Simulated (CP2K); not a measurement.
Dimethyl sulfoxide monohydrate has these distinct O atoms: O4 (bonded to S, takes 1 H bond) and O5 (bonded to 2 H, gives 1 H bond).

```xyz
13

C     1.6674   -0.2237   -0.0910
S     0.2518   -1.1387    0.5868
C    -0.7289   -1.1745   -0.9414
O    -0.4587   -0.2042    1.5334
O    -1.1935    2.2803    0.6971
H     2.3648   -0.0650    0.7396
H     2.1482   -0.8332   -0.8677
H     1.3245    0.7395   -0.4906
H    -0.9134   -0.1450   -1.2755
H    -1.6748   -1.6699   -0.6944
H    -0.1900   -1.7548   -1.7017
H    -1.6289    2.7823    1.4029
H    -0.9685    1.4070    1.1025
```

Their partial O K spectra (CP2K XAS_TDP, all-electron GAPW, PBEh(45%), aug-cc-pVDZ, TDA, GW2X-corrected core level, no relativity) are given in random order, each times the number of alike atoms.

Gaussian full width 0.5 eV, oscillator strength per eV, alike atoms added, rows of zeros left out:

| E (eV) | curve 1 | curve 2 |
| --- | --- | --- |
| 532.25 | 0.001 | 0.000 |
| 532.50 | 0.013 | 0.000 |
| 532.75 | 0.055 | 0.000 |
| 533.00 | 0.058 | 0.000 |
| 533.25 | 0.015 | 0.000 |
| 533.50 | 0.002 | 0.000 |
| 533.75 | 0.011 | 0.000 |
| 534.00 | 0.027 | 0.000 |
| 534.25 | 0.016 | 0.000 |
| 534.50 | 0.003 | 0.000 |
| 534.75 | 0.005 | 0.001 |
| 535.00 | 0.014 | 0.010 |
| 535.25 | 0.016 | 0.023 |
| 535.50 | 0.006 | 0.015 |
| 535.75 | 0.002 | 0.002 |
| 536.00 | 0.002 | 0.000 |
| 536.25 | 0.004 | 0.003 |
| 536.50 | 0.004 | 0.007 |
| 536.75 | 0.009 | 0.013 |
| 537.00 | 0.015 | 0.017 |
| 537.25 | 0.012 | 0.017 |
| 537.50 | 0.009 | 0.017 |
| 537.75 | 0.019 | 0.012 |
| 538.00 | 0.015 | 0.005 |
| 538.25 | 0.005 | 0.006 |
| 538.50 | 0.005 | 0.016 |
| 538.75 | 0.006 | 0.026 |
| 539.00 | 0.007 | 0.019 |
| 539.25 | 0.008 | 0.011 |

Q: Which curve belongs to which atom?

Curve 1: O4 (bonded to S, takes 1 H bond), leading line at 532.88 eV (f = 0.036 an atom), ionisation energy 536.42 eV, term value 3.54 eV. Curve 2: O5 (bonded to 2 H, gives 1 H bond), leading line at 535.29 eV (f = 0.013 an atom), ionisation energy 537.69 eV, term value 2.40 eV. The leading line of an atom is its first one with 35 % of the strongest within 2.5 eV of its lowest line over the strength cut. A line lies at the core ionisation energy, which rises as an atom loses charge to its neighbours or to a π system, less the term value, which is large for a low π* or σ* orbital with weight on that atom.

[Banner, clock and machine lines of the logs are left out without a mark of their own.]

[Logs are printed without paths, hosts, clocks, repeated set-up lines and the standing remarks that a program may print on its own settings, such as how far it seeks lower states.]

[Hosts, paths, dates, database ids (printed as entryN), source tags and the programs' standing remarks are cut or masked in the printed files.]
